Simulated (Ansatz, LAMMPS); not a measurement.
## 33Li2O-67Al2O3 (mol %) with crystalline order left by the classical run (65 atoms): a reference run and its variants

Density of this cell: 3.43 g/cm³. The cell holds 65 atoms: 10 Li, 20 Al and 35 O. Its edges and angles: a = 8.274 Å, b = 8.274 Å, c = 8.274 Å, α = 90.0°, β = 90.0°, γ = 90.0°. 65 atoms (10 Li, 20 Al, 35 O) placed at random at 2.94 g/cm³, melted at 4000 K for 10 ps at fixed volume with the Morse and Coulomb pair potential with partial charges (Pedone, Malavasi, Menziani, Cormack and Segre, J. Phys. Chem. B 110, 11780 (2006)). Quenched from 4000 K to 300 K at 50 K/ps and fixed volume, held 10 ps at zero pressure.

Geometry: as built.

Reference run: Kohn-Sham DFT, PBE, PAW (set soft_2), plane waves (Ansatz 0.2.0), cutoff 420 eV, Γ point, fermi-dirac smearing of 0.05 eV.

- r.m.s. force component: 0.8297 eV/Å
- pressure: 7.281 GPa
- gap (highest filled to lowest empty level): 4.283 eV
- SCF cycles: 9
- time: 8.9 s on 4 threads of Arm Neoverse N1, shared host

**Question.** The same geometry is run again with each of these changes. How far do the results move, and how long does each run take?
- support functions low
- support functions medium
- support functions high
- support functions medium, radius 3.19 Å
- support functions medium, radius 3.42 Å
- support functions medium, radius 3.62 Å
- support functions medium, radius 3.95 Å
- basis.ecutrho_ratio = 9

Differences are against the plane-wave reference (Kohn-Sham DFT, PBE, PAW (set soft_2), plane waves), whose r.m.s. force component is 0.830 eV/Å. Energies are set beside the reference only for runs with its functional, potentials and electron count. Times are for 4 threads of Arm Neoverse N1, shared host. The reference's time includes the DOS, the stress and grids, which some other runs skip.

```csv
run,"Δ force, r.m.s. (meV/Å)",share of r.m.s. force (%),Δ energy (meV/atom),Δ pressure (GPa),Δ gap (eV),cycles,time,host memory (GiB)
reference,-,-,-,-,-,9,8.9 s,0.68
support functions low,0.792,0.0955,-4.06,-,-0.001,11,1.7 min,2.2
support functions medium,0.778,0.0938,-4.06,-,-1.0e-4,12,1.9 min,2.2
support functions high,0.753,0.0907,-4.16,-,7.0e-4,20,13 min,6.3
"support functions medium, radius 3.19 Å",0.785,0.0946,-4.06,-,0,12,1.7 min,2.0
"support functions medium, radius 3.42 Å",0.777,0.0937,-4.06,-,-1.0e-4,12,2.1 min,2.4
"support functions medium, radius 3.62 Å",0.777,0.0937,-4.06,-,0,12,2.5 min,2.6
"support functions medium, radius 3.95 Å",0.78,0.094,-4.06,-,0,12,3.4 min,3.1
basis.ecutrho_ratio = 9,0.008,9.0e-4,-0.0032,1.0e-4,0,9,11 s,1.1
```

Among numerical settings the force difference runs from 0.008 meV/Å (basis.ecutrho_ratio = 9) to 0.79 meV/Å (support functions low). At 65 atoms the fastest of the runs at a preset level, support functions low, takes roughly 11 times the time of plane waves (whose run also made extra analyses, so the like-for-like ratio is larger), in 11 SCF cycles against 9. Differences between support functions and plane waves include what basis error the plane-wave run still has. The force difference hardly changes among these support-function runs, which points to the basis of the plane-wave reference as its main source. As the radius goes from 3.19 to 3.95 Å, the force difference goes from 0.79 to 0.78 meV/Å, and the time from 1.7 min to 3.4 min. 

[Logs are printed without paths, hosts, clocks, repeated set-up lines and the standing remarks that a program may print on its own settings, such as how far it seeks lower states.]

[Hosts, paths, dates, database ids (printed as entryN), source tags and the programs' standing remarks are cut or masked in the printed files.]
